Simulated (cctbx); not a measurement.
**Finding the light atoms**

Cell a = 4.8150 Å, b = 3.6100 Å, c = 4.8310 Å, α = 90.00°, β = 92.90°, γ = 90.00°; space group P2/m (no. 10); content Tl1 F4 Li1. The heavier atoms are placed; Li is still missing.

Simulated single-crystal data (cctbx): Ga Kα, λ = 1.3414 Å, to d = 0.8 Å, 80 % of the full sphere, strongest reflection 70000 counts, noise from counting, a 6 % proportional error and a noise floor of 4 counts (s.d.); no absorption.

Refinement without Li (map in e/Å³):

```text
Rint 0.035, 199 unique reflections to 0.80 A
cycle     R1     wR2    GooF  max shift (A)
   1  0.0846  0.2027   5.267   0.03712
   2  0.0310  0.0790   2.054   0.00005
final R1 0.0310 wR2 0.0790 GooF 2.054  parameters 7  data/parameter 28.4
atom        x        y        z      Ueq    occ   su(xyz)  su(Uiso or U11)
Tl1    0.00000  0.00000  0.00000   0.0091  1.000  0.00000  0.0004
F1     0.32919  0.00000  0.30268   0.0184  1.000  0.00212  0.0019
F2     0.17697  0.50000  0.77870   0.0168  1.000  0.00214  0.0018
difference map: max 6.11 min -2.39 rms 0.46
Q1    0.5000  0.5000  0.5000    1    6.57  2.11 A from F2
Q2    0.0659  0.0000  0.0798    2    4.20  0.49 A from Tl1
Q3    0.1022  0.1939  0.8651    4    0.96  1.09 A from Tl1
Q4    0.1888  0.5000  0.7555    2    0.93  0.13 A from F2
Q5    0.1556  0.0000  0.2973    2    0.91  0.83 A from F1
Q6    0.3258  0.0000  0.5443    2    0.79  1.17 A from F1
Q7    0.2095  0.0000  0.9129    2    0.67  1.11 A from Tl1
Q8    0.4534  0.2994  0.0859    4    0.66  1.64 A from F1
```

Simulated single-crystal data (cctbx): neutrons of λ = 1.17 Å, to d = 0.7 Å, 80 % of the full sphere, strongest reflection 5000 counts, noise from counting, a 6 % proportional error and a noise floor of 4 counts (s.d.); no absorption.

Refinement without Li (map in fm/Å³; only maxima are listed):

```text
Rint 0.046, 293 unique reflections to 0.70 A
cycle     R1     wR2    GooF  max shift (A)
   1  0.2217  0.5245   9.407   0.04067
   2  0.1528  0.3585   6.429   0.00016
final R1 0.1528 wR2 0.3585 GooF 6.429  parameters 7  data/parameter 41.9
atom        x        y        z      Ueq    occ   su(xyz)  su(Uiso or U11)
Tl1    0.00000  0.00000  0.00000   0.0094  1.000  0.00000  0.0011
F1     0.32699  0.00000  0.30257   0.0193  1.000  0.00098  0.0012
F2     0.17699  0.50000  0.77844   0.0152  1.000  0.00078  0.0012
difference map: max 6.26 min -14.98 rms 0.65
Q1    0.0000  0.0000  0.0000    1    6.26  0.00 A from Tl1
Q2    0.1783  0.5000  0.7584    2    3.94  0.10 A from F2
Q3    0.3365  0.0000  0.2914    2    2.99  0.07 A from F1
Q4    0.3644  0.5000  0.4617    2    1.62  1.82 A from F2
Q5    0.4991  0.5000  0.6311    2    1.17  1.74 A from F2
Q6    0.4349  0.3337  0.4702    4    1.03  1.53 A from F1
Q7    0.3450  0.0000  0.8979    2    0.96  1.76 A from Tl1
Q8    0.1977  0.0000  0.9503    2    0.93  0.99 A from Tl1
```

**Question.** Where is Li, and which data fix it better?

Li sits at (1/2, 1/2, 1/2). Adding it takes R1 from 0.031 to 0.025 with X-rays and from 0.153 to 0.039 with neutrons. Symmetry fixes its coordinates; the s.u. of its U is 0.0068 Å² with X-rays and 0.0008 Å² with neutrons. In the X-ray map Q1 marks it. No listed neutron peak is on it. Natural Li has a negative scattering length, so it shows as a hole in the neutron map (minimum -15.0), not among the maxima.

Final neutron refinement:

```text
Rint 0.046, 293 unique reflections to 0.70 A
cycle     R1     wR2    GooF  max shift (A)
   1  0.1431  0.4090   7.348   0.03303
   2  0.0386  0.1094   1.966   0.00002
final R1 0.0386 wR2 0.1094 GooF 1.966  parameters 8  data/parameter 36.6
atom        x        y        z      Ueq    occ   su(xyz)  su(Uiso or U11)
Tl1    0.00000  0.00000  0.00000   0.0094  1.000  0.00000  0.0003
F1     0.32723  0.00000  0.30219   0.0201  1.000  0.00028  0.0004
F2     0.17740  0.50000  0.77675   0.0156  1.000  0.00025  0.0003
Li1    0.50000  0.50000  0.50000   0.0140  1.000  0.00000  0.0008
difference map: max 1.39 min -1.31 rms 0.18
Q1    0.0671  0.0000  0.0724    2    1.41  0.46 A from Tl1
Q2    0.1811  0.5000  0.8581    2    1.24  0.39 A from F2
Q3    0.1749  0.5000  0.6930    2    0.89  0.40 A from F2
Q4    0.3639  0.0000  0.2223    2    0.70  0.43 A from F1
Q5    0.3769  0.5000  0.7602    2    0.53  0.97 A from F2
Q6    0.1879  0.0000  0.9791    2    0.47  0.92 A from Tl1
```

This is a model crystal, built by substitution and not relaxed, with assumed displacement parameters.

[Middle refinement cycles are left out of these outputs.]

[Logs are printed without paths, hosts, clocks, repeated set-up lines and the standing remarks that a program may print on its own settings, such as how far it seeks lower states.]
